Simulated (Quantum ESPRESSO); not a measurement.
**Optical response of SiC (Moissanite)**

Wanted: where SiC (Moissanite) starts to absorb, how strongly, and its refractive index.

Main program and level: Quantum ESPRESSO 7.5; DFT, PBE, plane waves with norm-conserving potentials (PseudoDojo), scalar-relativistic, independent-particle optical response without local fields and without the non-local commutator.

Report form: the programs' logs are mostly left out.

**1. Set-up**

The structure is hexagonal, space group P6_3mc (No. 186). Conventional cell: a = 3.076 Å, b = 3.076 Å, c = 5.048 Å, α = 90.00°, β = 90.00°, γ = 120.00°. Si has 4 C at 1.87 to 1.94 Å nearest. C has 4 Si at 1.87 to 1.94 Å nearest. Farther neighbours are not listed.

**2. Ground state**

The self-consistent density comes first; it also tells whether there is a gap, which decides the occupations and the need for a Drude term.

This step: DFT, PBE, plane waves with norm-conserving potentials (PseudoDojo), scalar-relativistic, ground state (Quantum ESPRESSO 7.5).

Input file scf.in:

```
&control
  calculation = 'scf'
  prefix = 'x'
  outdir = './tmp'
  pseudo_dir = './'
  verbosity = 'high'
/
&system
  ibrav = 0
  nat = 4
  ntyp = 2
  ecutwfc = 70
  occupations = 'smearing'
  smearing = 'fd'
  degauss = 0.003675
  nbnd = 12
/
&electrons
  conv_thr = 1e-09
  electron_maxstep = 100
/
ATOMIC_SPECIES
  Si 1.0 Si.upf
  C 1.0 C.upf
CELL_PARAMETERS angstrom
  3.075999999976 0.000000000000 0.000000000000
  -1.537999999988 2.663894142020 0.000000000000
  0.000000000000 0.000000000000 5.048000000000
ATOMIC_POSITIONS crystal
  Si 0.666666666667 0.333333333333 0.500000000000
  Si 0.333333333333 0.666666666667 0.000000000000
  C 0.666666666667 0.333333333333 0.885000000000
  C 0.333333333333 0.666666666667 0.385000000000
K_POINTS automatic
  8 8 5 0 0 0
```

The run is started by

```console
mpirun -n 4 pw.x -nk 4 -in scf.in
```

Elapsed: 10 s, on 4 MPI ranks of Arm Neoverse N1, shared host; peak memory 0.06 GiB.

Numbers from this step:

```
total energy           : -41.08 Ry
gap on the k-mesh      : 2.588 eV
direct gap on the mesh : 4.085 eV
```

There is a gap, 2.59 eV on this mesh (points off the mesh can give less), so no carriers' term is needed.

**3. Ground state with the final occupations**

With the gap or the metal settled, the ground state is repeated with the fitting occupations, and the later steps take its density.

Edit scf.in of step 2 so:

```diff
@@ -12,6 +12,3 @@
   ecutwfc = 70
-  occupations = 'smearing'
-  smearing = 'fd'
-  degauss = 0.003675
-  nbnd = 12
+  occupations = 'fixed'
 /
```

The run is started by

```console
mpirun -n 4 pw.x -nk 4 -in scf.in
```

The job ended after 8.6 s (4 MPI ranks; peak memory 0.06 GiB).

**4. Bands on the whole mesh, 12×12×6**

The response needs many more empty bands than the density does.

This step: DFT, PBE, plane waves with norm-conserving potentials (PseudoDojo), scalar-relativistic, bands at fixed density (Quantum ESPRESSO 7.5).

nscf.in, as its differences from scf.in of step 3:

```diff
@@ -1,3 +1,3 @@
 &control
-  calculation = 'scf'
+  calculation = 'nscf'
   prefix = 'x'
@@ -5,3 +5,2 @@
   pseudo_dir = './'
-  verbosity = 'high'
 /
@@ -13,2 +12,5 @@
   occupations = 'fixed'
+  nbnd = 26
+  nosym = .true.
+  noinv = .true.
 /
@@ -17,2 +19,3 @@
   electron_maxstep = 100
+  diago_full_acc = .true.
 /
@@ -31,2 +34,2 @@
 K_POINTS automatic
-  8 8 5 0 0 0
+  12 12 6 0 0 0
```

The run is started by

```console
mpirun -n 4 pw.x -nk 4 -in nscf.in
```

Wall time 6 min (4 MPI ranks); peak memory 0.05 GiB; 24 min of CPU time.

**5. Dielectric function**

With the density converged, the vertical transitions are summed over the zone.

This step: DFT, PBE, plane waves with norm-conserving potentials (PseudoDojo), scalar-relativistic, independent-particle optical response without local fields and without the non-local commutator (Quantum ESPRESSO 7.5).

Input file epsilon.in:

```
&inputpp
  prefix = 'x'
  outdir = './tmp'
  calculation = 'eps'
/
&energy_grid
  smeartype = 'gauss'
  intersmear = 0.2
  wmin = 0.0
  wmax = 22
  nw = 500
/
```

The run is started by

```console
mpirun -n 4 epsilon.x -nk 4 -in epsilon.in
```

It took 2.1 s on 4 MPI ranks; peak memory 0.04 GiB.

Numbers from this step:

| Property | Result |
| --- | --- |
| electronic dielectric constant ε∞, mean over x, y and z (by symmetry where fewer were run) | 8.537 |
| main peak of Im epsilon, first axis | 6.264 eV |

The Im ε has structure finer than the step of the table below, so its rows give means over 0.5 eV, whole bins alone (the curve runs from 0 to 19.4 eV). Peaks (eV: height): E ∥ x or y 6.26: 24.5, 7.36: 22.1; E ∥ z 5.07: 14.5, 6.39: 32.4, 7.54: 21.8.

Values under the direct gap are tails of Lorentzian lines. Im ε against photon energy; means over each step:

```
photon energy (eV)  E ∥ x or y   E ∥ z
               0.5      0.0140  0.0175
               1.0      0.0289  0.0365
               1.5      0.0460  0.0585
               2.0      0.0668  0.0864
               2.5      0.0941   0.125
               3.0       0.133   0.182
               3.5       0.193   0.283
               4.0       0.305   0.511
               4.5       0.663    1.80
               5.0        2.78    9.81
               5.5        6.23    12.4
               6.0        18.8    18.6
               6.5        20.1    24.4
               7.0        20.3    17.8
               7.5        18.1    19.8
               8.0        14.8    12.4
               8.5        13.5    10.9
               9.0        11.8    10.4
               9.5        8.16    7.90
              10.0        7.00    6.05
              10.5        5.85    4.68
              11.0        5.11    4.02
              11.5        3.96    3.48
              12.0        3.21    3.45
              12.5        2.26    2.34
              13.0        2.27    2.38
              13.5        1.98    1.92
              14.0        1.85    1.57
              14.5        1.33   0.990
              15.0        1.19    1.08
              15.5        1.00   0.998
              16.0       0.830   0.821
              16.5       0.700   0.662
              17.0       0.590   0.586
              17.5       0.523   0.566
              18.0       0.449   0.540
              18.5       0.411   0.424
              19.0       0.428   0.415
```

Re ε against photon energy:

```
photon energy (eV)  E ∥ x or y     E ∥ z
               0.0        8.30      9.02
               0.5        8.33      9.06
               1.0        8.44      9.20
               1.5        8.62      9.43
               2.0        8.90      9.79
               2.5        9.30      10.3
               3.0        9.85      11.1
               3.5        10.6      12.2
               4.0        11.8      14.0
               4.5        13.8      17.8
               5.0        17.1      20.6
               5.5        20.5      21.8
               6.0        19.7      16.0
               6.5        8.22     -1.47
               7.0        6.14      3.32
               7.5       -2.54  -0.00620
               8.0      -0.387     -4.45
               8.5       -3.22     -4.52
               9.0       -3.64     -5.03
               9.5       -6.14     -7.78
              10.0       -5.72     -4.95
              10.5       -4.00     -4.82
              11.0       -5.18     -5.22
              11.5       -4.47     -3.06
              12.0       -4.03     -3.89
              12.5       -3.36     -3.49
              13.0       -3.18     -3.20
              13.5       -2.98     -3.10
              14.0       -2.56     -2.80
              14.5       -2.48     -2.21
              15.0       -2.14     -2.04
              15.5       -1.94     -1.62
              16.0       -1.76     -1.76
              16.5       -1.59     -1.52
              17.0       -1.36     -1.28
              17.5       -1.21     -1.08
              18.0       -1.10     -1.04
              18.5      -0.912    -0.945
              19.0      -0.804    -0.758
```

The loss function −Im 1/ε at q → 0 has structure finer than the step of the table below, so its rows give means over 0.5 eV, whole bins alone (the curve runs from 0 to 19.4 eV). Peaks (eV: height): E ∥ x or y 19.00: 0.531; E ∥ z 15.52: 0.284, 17.64: 0.463, 19.00: 0.567.

Values under the direct gap are tails of Lorentzian lines. The loss function −Im 1/ε at q → 0 by energy loss; means over each step:

```
energy loss (eV)  E ∥ x or y    E ∥ z
             0.5      2.0e-4   2.1e-4
             1.0      4.1e-4   4.3e-4
             1.5      6.2e-4   6.6e-4
             2.0      8.4e-4   9.0e-4
             2.5     0.00108  0.00117
             3.0     0.00136  0.00148
             3.5     0.00169  0.00189
             4.0     0.00215  0.00254
             4.5     0.00332  0.00492
             5.0     0.00946   0.0226
             5.5      0.0128   0.0236
             6.0      0.0242   0.0297
             6.5      0.0420   0.0403
             7.0      0.0458   0.0550
             7.5      0.0556   0.0483
             8.0      0.0669   0.0693
             8.5      0.0689   0.0798
             9.0      0.0721   0.0775
             9.5      0.0793   0.0739
            10.0      0.0875   0.0959
            10.5       0.112    0.106
            11.0      0.0959    0.102
            11.5       0.112    0.149
            12.0       0.109    0.127
            12.5       0.133    0.138
            13.0       0.152    0.156
            13.5       0.164    0.154
            14.0       0.171    0.147
            14.5       0.165    0.162
            15.0       0.192    0.209
            15.5       0.198    0.245
            16.0       0.218    0.227
            16.5       0.228    0.252
            17.0       0.262    0.298
            17.5       0.300    0.385
            18.0       0.329    0.394
            18.5       0.416    0.419
            19.0       0.498    0.525
```

The reflectivity at normal incidence has structure finer than the step of the table below, so its rows give means over 0.5 eV, whole bins alone (the curve runs from 0 to 19.4 eV). Peaks (eV: height): E ∥ x or y 7.41: 56.5, 9.35: 64.0, 10.18: 62.1, 12.30: 67.9, 18.03: 69.0; E ∥ z 9.52: 66.0, 12.43: 66.5, 14.33: 74.1, 15.25: 67.2, 16.58: 68.5, 18.61: 67.0, 19.35: 66.1.

The reflectivity at normal incidence by photon energy; means over each step:

```
photon energy (eV)  E ∥ x or y (%)  E ∥ z (%)
               0.5            23.6       25.1
               1.0            23.8       25.4
               1.5            24.2       25.9
               2.0            24.8       26.6
               2.5            25.6       27.6
               3.0            26.7       28.9
               3.5            28.2       30.8
               4.0            30.3       33.5
               4.5            33.3       38.5
               5.0            37.3       42.7
               5.5            42.1       44.3
               6.0            49.4       48.0
               6.5            49.0       54.9
               7.0            50.4       49.4
               7.5            53.8       56.4
               8.0            50.4       55.8
               8.5            53.4       53.4
               9.0            55.3       55.5
               9.5            59.5       61.7
              10.0            58.6       58.2
              10.5            54.3       59.5
              11.0            60.6       62.2
              11.5            59.9       54.5
              12.0            63.1       58.7
              12.5            63.2       62.1
              13.0            60.1       58.9
              13.5            60.1       61.9
              14.0            60.2       65.3
              14.5            65.1       68.9
              15.0            63.6       63.2
              15.5            65.1       61.3
              16.0            65.8       65.3
              16.5            67.2       66.3
              17.0            67.2       65.3
              17.5            66.7       61.5
              18.0            67.4       61.8
              18.5            65.1       64.6
              19.0            61.6       61.3
```

The refractive index n and extinction k by photon energy:

```
photon energy (eV)  n, E ∥ x or y  k, E ∥ x or y  n, E ∥ z  k, E ∥ z
                 0           2.88              0      3.00         0
                 1           2.90        0.00496      3.03   0.00599
                 2           2.98         0.0112      3.13    0.0137
                 3           3.14         0.0210      3.33    0.0272
                 4           3.44         0.0434      3.74    0.0657
                 5           4.15          0.396      4.71      1.25
                 6           4.91           2.10      4.47      1.99
                 7           3.69           2.73      3.16      2.59
                 8           2.75           2.82      1.97      2.88
                 9           2.13           2.86      1.85      2.90
                10           1.36           2.75      1.18      2.52
                11           1.00           2.49     0.839      2.43
                12          0.807           2.16     0.897      2.17
                13          0.584           1.88     0.674      1.91
                14          0.583           1.70     0.484      1.74
                15          0.396           1.52     0.365      1.48
                16          0.303           1.36     0.299      1.36
                17          0.252           1.19     0.260      1.16
                18          0.201           1.07     0.250      1.05
                19          0.242          0.929     0.238     0.902
```

From ε follow the optical constants at some laser and lamp lines:

```
wavelength (nm)  n xy   k xy  R (%) xy  1/α xy   n z    k z  R (%) z   1/α z
           1064  2.91  0.006      23.9   14 µm  3.04  0.007     25.5   12 µm
            800  2.94  0.008      24.2  7.8 µm  3.08  0.010     25.9  6.4 µm
            633  2.98  0.011      24.7  4.6 µm  3.12  0.013     26.5  3.8 µm
            532  3.02  0.014      25.3  3.1 µm  3.18  0.017     27.2  2.5 µm
            405  3.15  0.022      26.9  1.5 µm  3.34  0.028     29.1  1.1 µm
            365  3.23  0.027      27.8  1.1 µm  3.45  0.037     30.3  792 nm
            248  4.15  0.396      37.8   50 nm  4.71  1.247     44.9   16 nm
```

Below the direct gap, k and the depth come from the tails of the Lorentzian lines, not from transitions.

Rows near the edge hang on the gap, which this functional as a rule makes too small, and phonon-assisted absorption is left out.

At 1064 nm the birefringence n(z) − n(x) is +0.130: the crystal is uniaxial positive at this level.

**6. Summary of results**

| Quantity | Value |
| --- | --- |
| electronic dielectric constant ε∞, mean over x, y and z (by symmetry where fewer were run) (independent particles) | 8.54 |
| main peak of Im epsilon, first axis | 6.26 eV |

At this level (PBE, independent particles) SiC has a mean ε∞ = 8.54 and n = 2.90 at 1550 nm (E ∥ x), and Im ε peaks at 6.3 eV (E ∥ x). Distinct maxima of Im ε, read by a parabola through the highest points, lie at 6.26 eV (25), 6.81 eV (21), 7.34 eV (22) and 8.04 eV (16) for E ∥ x or y. The static values by axis are 8.30 (xy), 9.02 (z). At 1064 nm the birefringence n(z) − n(x) is +0.130: the crystal is uniaxial positive at this level. Excitons and phonon-assisted transitions are missing, and so are local fields; PBE gaps are as a rule too small, which pulls the onset down and ε∞ up. epsilon.x leaves out the commutator of the non-local potential, so its intensities are off, as a rule too high. The sum runs over mesh points, so small or evenly spaced maxima can still be ripples of the mesh. The curves end at 19 eV, about where the summed bands run out.

[Machine, clock, banner and «Message from routine» lines are left out of the logs.]

[Logs are printed without paths, hosts, clocks, repeated set-up lines and the standing remarks that a program may print on its own settings, such as how far it seeks lower states.]

[Hosts, paths, dates, database ids (printed as entryN), source tags and the programs' standing remarks are cut or masked in the printed files.]
